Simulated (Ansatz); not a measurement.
# Does disorder add resistance in series? Cu(111) layers displaced at 800 K

Two lengths of the disordered region are known. What area resistance does the third give?

How it was computed: Ansatz 0.2.0, plane waves with PAW datasets at their recommended cutoffs (420 eV for most), Fermi-Dirac smearing; ballistic transmission by layer matching. The area resistance is RA = A (h/2e²)(1/T − 1/N), with T the zone-mean transmission per spin and N the lead's channels, both averaged over a few energies near the Fermi level; for magnets each spin is taken apart, with h/e², and the two conduct in parallel. Lateral cell 2x2, PBE, a fresh random draw for each length. Atoms are displaced independently, by 0.125 Å r.m.s. per direction; each RA is scaled by the nominal over the drawn mean square displacement.

The runs, with one result withheld:

| length (Å) | channels N | RA (fΩ m²) |
| --- | --- | --- |
| 8.35 | 3.210 | 0.0708 |
| 16.7 | 3.210 | 0.119 |
| 25.0 | 3.197 | ? |

**Estimate by hand.**

Ohm's law makes RA linear in the length: the slope is (0.119 − 0.0708)/(16.7 − 8.35) = 5.81×10⁻³ fΩ m² per Å, or 5.8 µΩ cm. Then 0.119 + 5.81×10⁻³ × 8.35. Predicted: 0.168 fΩ m².

**The withheld run.**

0.198 fΩ m², so the prediction is 15 % too low. The three lengths together give 7.6 µΩ cm. Single draws scatter; these runs don't part the causes of the miss, and leave the question open.

**Limits.** The scatterers repeat sideways with the small cell. The slope is a raw one; a model of isotropic scattering puts it 1.13 times the bulk value over these lengths.
